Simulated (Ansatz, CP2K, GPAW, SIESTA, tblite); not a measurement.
# GPAW runs on (10,0) carbon nanotube (120 atoms), part 2 of 2

Aim: run (10,0) carbon nanotube (120 atoms) in GPAW and see how near its forces come to a plane-wave reference, and at what cost.

Program: GPAW 26.7.0; the method stands at each step. Banners, paths, timers and routine set-up lines are dropped from the logs unmarked, and long logs keep their key lines alone; longer cuts are marked.

So far. Step 3 (PBE, LCAO dzp, h 0.2 Å, other mixer settings): Against the first run (8.7 %), the force difference from the reference is 8.7 %, at 1.3 times the CPU time: another solver or mixer reaches the same state. Step 4 (LDA, LCAO dzp, h 0.2 Å): Against the first run (8.7 %), the force difference from the reference is 6.7 %, at 0.97 times the CPU time; another functional landing nearer a PBE reference means that errors partly cancel.

## (5) PBE, LCAO szp(dzp), h 0.2 Å

Method: Kohn-Sham DFT, PBE, PAW, atomic orbitals (szp(dzp)).

Input file run.py:

```python
import numpy as np
from ase.io import read
from gpaw import GPAW, FermiDirac

atoms = read("structure.xyz")
atoms.calc = GPAW(
    mode="lcao",
    basis="szp(dzp)",
    h=0.2,
    xc="PBE",
    kpts={"size": (1, 1, 1), "gamma": True},
    occupations=FermiDirac(0.05),
    maxiter=200,
    symmetry={"point_group": False},
    txt="gpaw.txt",
)
energy = atoms.get_potential_energy(force_consistent=True)
forces = atoms.get_forces()
print(f"energy {energy:.6f} eV")
print("forces (eV/A)")
for i, (a, f) in enumerate(zip(atoms, forces)):
    print(f"{i:4d} {a.symbol:2s} {f[0]:10.5f} {f[1]:10.5f} {f[2]:10.5f}")
print(f"Fermi level {atoms.calc.get_fermi_level():.4f} eV")
for k in range(len(atoms.calc.get_ibz_k_points())):
    for s in range(atoms.calc.get_number_of_spins()):
        e = atoms.calc.get_eigenvalues(kpt=k, spin=s)
        n = np.searchsorted(e, atoms.calc.get_fermi_level())
        print(f"k {k} spin {s} levels about the Fermi level:", np.round(e[max(n - 6, 0):n], 4).tolist(), "|", np.round(e[n:n + 6], 4).tolist())
```

Input file structure.xyz:

```xyz
120
Lattice="19.83042 0.00000 0.00000 0.00000 19.83042 0.00000 0.00000 0.00000 12.78253" Properties=species:S:1:pos:R:3 pbc="T T T"
[... 120 atom lines left out: the same atoms as in the first run ...]
```

Command:

```bash
> OMP_NUM_THREADS=1 python run.py > output.txt
```

Log:

```text
energy -946.358861 eV
forces (eV/A)
   0 C     0.94998   -0.96595   -4.17319
   1 C     0.14656    0.49051    2.57518
   2 C     0.93367   -1.10650    1.84448
   3 C    -2.83289    2.83280    1.53558
   4 C    -0.22216    1.04232    1.65138
   5 C     1.32809   -0.31086   -3.09049
[...]
117 C    -0.09484   -0.89216   -1.76869
 118 C    -0.75176   -4.39673    2.62025
 119 C     0.58973    4.47368   -2.48975
Fermi level -4.0661 eV
k 0 spin 0 levels about the Fermi level: [-5.6025, -5.5128, -4.8722, -4.8439, -4.555, -4.4532] | [-3.6794, -3.5736, -3.3626, -3.2001, -3.1502, -3.115]
```

gpaw.txt:

```text
Input parameters:
  mode=LCAO(),
  basis={'default': 'szp(dzp)'},
  h=0.2,
  kpts=MonkhorstPack(size=(1, 1, 1), gamma=True),
  maxiter=200,
  occupations=Occupations(name='fermi-dirac', width=0.05, fixmagmom=False),
[... lines left out ...]
  Fermi-Dirac:
[... lines left out ...]
convergence criteria:
- Maximum [total energy] change in last 3 cyles: 0.0005 eV / valence electron
[... lines left out ...]
Converged in 10 steps
[... lines left out ...]
  Free energy:    -946.358861
[... lines left out ...]
Fermi level: -4.066
[... lines left out ...]
|        ... |               |           |
|        291 |         2.489 |     0.000 |
Gap: 0.774 eV
Transition (v -> c):
  (s=0, k=0, n=239, [0.00, 0.00, 0.00]) -> (s=0, k=0, n=240, [0.00, 0.00, 0.00])
No difference between direct/indirect transitions
Force computation time: 13.877  # s
timing:  # [seconds]
  Total:  156.922  # ━━━━━━━━━━━━━━━━━━━━━━━━━━━━━━━━━━━━━━━━━━━━━━━━━━━━━━━━
  Init:    57.418  # ━━━━━━━━━━━━━━━━━━━━╸
  SCF:     85.594  # ━━━━━━━━━━━━━━━━━━━━━━━━━━━━━━╸
  Forces:  13.877  # ━━━━━
```

Elapsed: 2.6 min, on 1 thread of Arm Neoverse V1, shared host; peak memory 2 GiB.

Numbers from this run, and their distance from the reference:

| Quantity | Value |
| --- | --- |
| r.m.s. force component | 2.326 eV/Å |
| r.m.s. difference of force components | 329.3 meV/Å |
| longest difference of force vectors | 1032 meV/Å |
| force difference over r.m.s. force | 15.35 % |
| slope of forces against the reference's | 1.076 |
| correlation of force components | 0.9924 |
| gap (highest filled to lowest empty level) | 0.7738 eV |
| gap difference | -0.0475 eV |

This is a coarse setting, run to see what it loses.

Against the first run (8.7 %), the force difference from the reference is 15 %, at 0.69 times the CPU time (on 1 against 2 cores), with 1080 basis functions against 1560: the smaller basis costs accuracy.

## (6) Side by side

Differences are against the plane-wave reference, forces as r.m.s. over components; share is that over the reference's r.m.s. force, slope the least-squares factor from reference forces to these. Total energies of different programs have different zeros and aren't compared.

```
                                              run  Δ force, r.m.s. (meV/Å)  share (%)  slope  Δ gap (eV)  cores  CPU time  memory (GiB)
                                        reference                        -          -      -           -      4   5.8 min           4.8
                      GPAW PBE, LCAO dzp, h 0.2 Å                      187       8.70  1.069      0.0137      2   3.8 min           2.3
GPAW PBE, LCAO dzp, h 0.2 Å, other mixer settings                      186       8.68  1.069      0.0137      2   4.9 min           2.0
                      GPAW LDA, LCAO dzp, h 0.2 Å                      144       6.72  1.055     -0.0017      2   3.7 min           2.3
        GPAW PBE, LCAO szp(dzp), h 0.2 Å (coarse)                      329       15.3  1.076     -0.0475      1   2.6 min           2.0
```

Rows marked coarse were listed beforehand as settings not expected to be converged; some can still land near the reference.

CPU time is summed over cores on a shared host, where runs went side by side, so it is rough. Symmetry, cutoffs, thresholds, outputs and thread counts weren't matched or tuned between programs; memory under MPI is the largest rank's times the ranks.

Within one program, basis, potentials and functional, energies share a zero. Each run against its twin at the usual cutoff or grid and solver:

```
                                              run               twin  Δ energy (meV/atom)  Δ force, r.m.s. (meV/Å)  CPU time over the twin's
GPAW PBE, LCAO dzp, h 0.2 Å, other mixer settings  LCAO dzp, h 0.2 Å               1.0e-4                     1.32                       1.3
```

## (7) What came out

```yaml
nearest_in_forces: GPAW LDA, LCAO dzp, h 0.2 Å, 6.7 %
its_cpu_time: 3.7 min
```

**Reading.** The PBE runs in local orbitals, coarse settings apart, differ by 8.7 % in each run; basis, grid and potentials can all enter. Rows with another functional or a dispersion term differ by 6.7 % (GPAW LDA, LCAO dzp, h 0.2 Å), which mixes the change of model with differences of basis and potentials. Runs with settings chosen to be coarse differ by 15 % (GPAW PBE, LCAO szp(dzp), h 0.2 Å), their programs' other errors included. One electronic-structure run takes under half the reference's CPU time: GPAW PBE, LCAO szp(dzp), h 0.2 Å, at 15 % in 2.6 min against 5.8 min. At the same functional, gaps differ from the reference's 0.821 eV by between -0.05 and +0.01 eV. These are spacings on the run's k-points, which needn't hold the band edges. The electronic-structure runs sample only Γ, in a cell whose periodic width is 13 Å.

[Also dropped from logs without a mark: logging warnings of Python, and SIESTA's first energy breakdown and zero terms.]

[Logs are printed without paths, hosts, clocks, repeated set-up lines and the standing remarks that a program may print on its own settings, such as how far it seeks lower states.]

[Hosts, paths, dates, database ids (printed as entryN), source tags and the programs' standing remarks are cut or masked in the printed files.]
